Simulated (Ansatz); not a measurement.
## Rb2CdAgBr6 (double perovskite) (Fm-3m): how robust is the cRPA U?

What does U in Rb2CdAgBr6 (double perovskite) (Fm-3m) depend on besides the window?

Main program and level: Ansatz 0.2.0; constrained RPA on PBEsol, plane waves, PAW.

Most raw output is cut from this account.

The structure was built from a prototype and need not be the compound's stable phase.

### 1. The structure

It takes space group Fm-3m (No. 225, cubic). Conventional cell: a = 10.767 Å, b = 10.767 Å, c = 10.767 Å, α = 90.00°, β = 90.00°, γ = 90.00°. Rb has 12 Br at 3.81 Å nearest. Nearest to Ag lie 6 Br at 2.68 Å. Nearest to Cd lie 6 Br at 2.71 Å. Nearest to Br lie 1 Ag at 2.68 Å and 1 Cd at 2.71 Å and 4 Rb at 3.81 Å. Farther neighbours and most contacts between anions are not listed.

As a file:

```cif
data_structure
_symmetry_space_group_name_H-M 'Fm-3m'
_symmetry_Int_Tables_number 225
_cell_length_a 10.7668
_cell_length_b 10.7668
_cell_length_c 10.7668
_cell_angle_alpha 90.000
_cell_angle_beta 90.000
_cell_angle_gamma 90.000
_cell_volume 1248.13
loop_
_atom_site_label
_atom_site_type_symbol
_atom_site_symmetry_multiplicity
_atom_site_Wyckoff_symbol
_atom_site_fract_x
_atom_site_fract_y
_atom_site_fract_z
_atom_site_occupancy
Rb1 Rb 8 c 0.25000 0.75000 0.25000 1
Ag1 Ag 4 a 0.00000 0.00000 0.00000 1
Cd1 Cd 4 b 0.50000 0.00000 0.00000 1
Br1 Br 24 e 0.50000 0.74853 0.00000 1
```

The structure was relaxed with PBEsol. The structure type comes from a generator and need not be one that this composition takes. The structure was generated from a model, not taken from a measurement. The runs that relaxed it are not among those shown. The program's search for lower electronic states was switched off, so nothing shows that the state found is the lowest. The default PAW set here is soft_2. Its files were made with PBE.

### 2. Base: Ag d + anion p, bands v23 to v1, 2×2×2 mesh, medium accuracy

Constrained RPA screens the interaction with every transition except those inside the target bands, which a later many-body model would treat itself.

Input file input.yaml:

```yaml
crystal:
  lattice:
    - [0.0, 5.38339723, -5.38339723]
    - [5.38339723, 5.38339723, 0.0]
    - [5.38339723, 0.0, -5.38339723]
  atoms:
    - { symbol: Rb, position: [0.25, 0.25, 0.25] }
    - { symbol: Rb, position: [0.75, 0.75, 0.75] }
    - { symbol: Ag, position: [0.0, 0.0, 0.0] }
    - { symbol: Cd, position: [0.5, 0.5, 0.5] }
    - { symbol: Br, position: [0.2485294128, 0.2485294128, 0.7514705872] }
    - { symbol: Br, position: [0.7514705872, 0.7514705872, 0.2485294128] }
    - { symbol: Br, position: [0.2485294128, 0.7514705872, 0.2485294128] }
    - { symbol: Br, position: [0.7514705872, 0.2485294128, 0.7514705872] }
    - { symbol: Br, position: [0.7514705872, 0.2485294128, 0.2485294128] }
    - { symbol: Br, position: [0.2485294128, 0.7514705872, 0.7514705872] }
kpoints:
  mp_grid: { grid: [4, 4, 4] }
hamiltonian:
  xc: pbesol
scf:
  occupations: { method: gaussian, width: 0.08 }
  n_extra_bands: 19
  max_iter: 150
  lower_state_search: "off"
output:
  crpa:
    kmesh: [2, 2, 2]
    target_bands: [v23, v1]
    projections: [{ species: Ag, l: d, shell: 4 }, { species: Br, l: p, shell: 4 }]
  local_orbitals:
    kmesh: [4, 4, 4]
    orbitals: [{ species: Ag, l: d, shell: 4 }, { species: Br, l: p, shell: 4 }]
    window: { bands: [v23, v1] }
    seedname: lo
```

Started as:

```
ansatz run input.yaml --threads 8 --pin off --max-ram 14745MiB --backend cpu --events-out ev --progress --plain --runs-dir out
```

Run time: 5.9 min. Hardware: 8 threads of Arm Neoverse N1, shared host; peak memory 3.5 GiB.

Numbers from this step:

- U: 6.284 eV
- U prime (inter-orbital): 5.177 eV
- J: 0.5522 eV
- bare V: 18.77 eV
- bare J: 0.7154 eV
- stated bound on U: 0.007304 eV
- U over bare V: 0.3348
- electrons in the window: 45.00
- head of the constrained inverse dielectric matrix: 0.2333
- least eigenvalue of the projection's overlap: 0.5678
- target functions: 23
- bands in the sums: 100
- r.m.s. miss of the model bands: 0.001521 eV
- width of the target bands: 5.945 eV
- weight of the projected orbitals in the window: 0.9463

On the Ag d shell, screening brings the on-site interaction from 18.8 eV down to U = 6.28 eV.

### 3. Changed: smooth pair densities

input.yaml: that of step 2 with these lines changed.

```diff
@@ -30,6 +30,2 @@
     projections: [{ species: Ag, l: d, shell: 4 }, { species: Br, l: p, shell: 4 }]
-  local_orbitals:
-    kmesh: [4, 4, 4]
-    orbitals: [{ species: Ag, l: d, shell: 4 }, { species: Br, l: p, shell: 4 }]
-    window: { bands: [v23, v1] }
-    seedname: lo
+    pair_densities: pseudo
```

The job ended after 5.2 min (8 threads; peak memory 3.4 GiB; 36 min of CPU time).

Numbers from this step:

| Item | Value |
| --- | --- |
| U | 6.341 eV |
| U prime (inter-orbital) | 5.167 eV |
| J | 0.5860 eV |
| bare V | 18.77 eV |
| bare J | 0.7154 eV |
| stated bound on U | 0.003207 eV |
| U over bare V | 0.3379 |
| electrons in the window | 45.00 |
| head of the constrained inverse dielectric matrix | 0.2336 |
| least eigenvalue of the projection's overlap | 0.5678 |
| target functions | 23 |
| bands in the sums | 100 |
| width of the target bands | 5.945 eV |
| weight of the projected orbitals in the window | 0.9463 |

On the Ag d shell, screening brings the on-site interaction from 18.8 eV down to U = 6.34 eV.

### 4. Changed: accuracy low

input.yaml: that of step 3 with these lines changed.

```diff
@@ -30,2 +30,2 @@
     projections: [{ species: Ag, l: d, shell: 4 }, { species: Br, l: p, shell: 4 }]
-    pair_densities: pseudo
+    accuracy: low
```

Run time: 3.5 min. Hardware: 8 threads; peak memory 3.4 GiB; 25 min of CPU time.

Numbers from this step:

```
U                                                 : 6.285 eV
U prime (inter-orbital)                           : 5.179 eV
J                                                 : 0.5518 eV
bare V                                            : 18.77 eV
bare J                                            : 0.7154 eV
stated bound on U                                 : 0.1179 eV
U over bare V                                     : 0.3349
electrons in the window                           : 45.00
head of the constrained inverse dielectric matrix : 0.2332
least eigenvalue of the projection's overlap      : 0.5678
target functions                                  : 23
bands in the sums                                 : 100
width of the target bands                         : 5.945 eV
weight of the projected orbitals in the window    : 0.9463
```

On the Ag d shell, screening brings the on-site interaction from 18.8 eV down to U = 6.28 eV.

### 5. Changed: orbitals of another atom

input.yaml: that of step 4 with these lines changed.

```diff
@@ -29,3 +29,2 @@
     target_bands: [v23, v1]
-    projections: [{ species: Ag, l: d, shell: 4 }, { species: Br, l: p, shell: 4 }]
-    accuracy: low
+    projections: [{ species: Br, l: p }]
```

It took 0.18 s on 8 threads; peak memory 0.1 GiB.

The input was rejected at the start.

The program's message: “Error: invalid value for `output.crpa.projections`: 18 orbital(s) selected but the target window spans 23 band(s); name one orbital per band of it”

The fault put into this input: trial orbitals that do not match the target bands.

### 6. Changed: r2SCAN

This step: constrained RPA on r2SCAN, plane waves, PAW.

input.yaml: that of step 5 with these lines changed.

```diff
@@ -19,3 +19,3 @@
 hamiltonian:
-  xc: pbesol
+  xc: r2scan
 scf:
@@ -29,2 +29,2 @@
     target_bands: [v23, v1]
-    projections: [{ species: Br, l: p }]
+    projections: [{ species: Ag, l: d, shell: 4 }, { species: Br, l: p, shell: 4 }]
```

The job ended after 8.1 min (8 threads; peak memory 5 GiB).

This step gave:

```yaml
u: 6.990 eV
u_prime_inter_orbital: 5.860 eV
j: 0.5647 eV
bare_v: 18.97 eV
bare_j: 0.7264 eV
stated_bound_on_u: 0.009010 eV
u_over_bare_v: 0.3686
electrons_in_the_window: 45.00
head_of_the_constrained_inverse_dielectric_matrix: 0.2938
least_eigenvalue_of_the_projection_s_overlap: 0.6108
target_functions: 23
bands_in_the_sums: 100
width_of_the_target_bands: 5.891 eV
weight_of_the_projected_orbitals_in_the_window: 0.9521
```

On the Ag d shell, screening brings the on-site interaction from 19.0 eV down to U = 6.99 eV.

### 7. Side by side

Times are wall times on 8 threads of Arm Neoverse N1, shared host, good to a factor of about two.

```tsv
run	bare V (eV)	U (eV)	J (eV)	bound on U (eV)	width (eV)	time
target window	18.77	6.284	0.552	0.0073	5.95	5.9 min
smooth pair densities	18.77	6.341	0.586	0.0032	5.95	5.2 min
accuracy low	18.77	6.285	0.552	0.1179	5.95	3.5 min
r2SCAN	18.97	6.990	0.565	0.0090	5.89	8.1 min
```

### 8. Outcome

| Property | Result |
| --- | --- |
| target window | U 6.28 eV, J 0.55 eV |
| smooth pair densities | U 6.34 eV, J 0.59 eV |
| accuracy low | U 6.28 eV, J 0.55 eV |
| r2SCAN | U 6.99 eV, J 0.56 eV |

In words: Smooth pair densities moves U by +0.06 eV. Accuracy low moves U by +0.001 eV (within the solver's bounds, for the mean over orbitals). r2SCAN moves U by +0.71 eV. The printed bound covers the solver alone, not the mesh, and no denser mesh than the base was run. The parent state is non-magnetic and the interaction static (zero frequency); U depends on the window and the orbitals, so it belongs to this model alone. A window that holds the anion p bands defines a model with explicit ligands; its U belongs to that model and is not the U of DFT+U. Coarse meshes can leave U off its limit, most where the target bands are metallic.

[Paths, hosts, dates, memory and timing lines, banners, echoed tables and standing remarks are left out of the program output.]

[Logs are printed without paths, hosts, clocks, repeated set-up lines and the standing remarks that a program may print on its own settings, such as how far it seeks lower states.]

[Runs of the session that timed out or met a known fault of the program may be left out.]

[Hosts, paths, dates, database ids (printed as entryN), source tags and the programs' standing remarks are cut or masked in the printed files.]
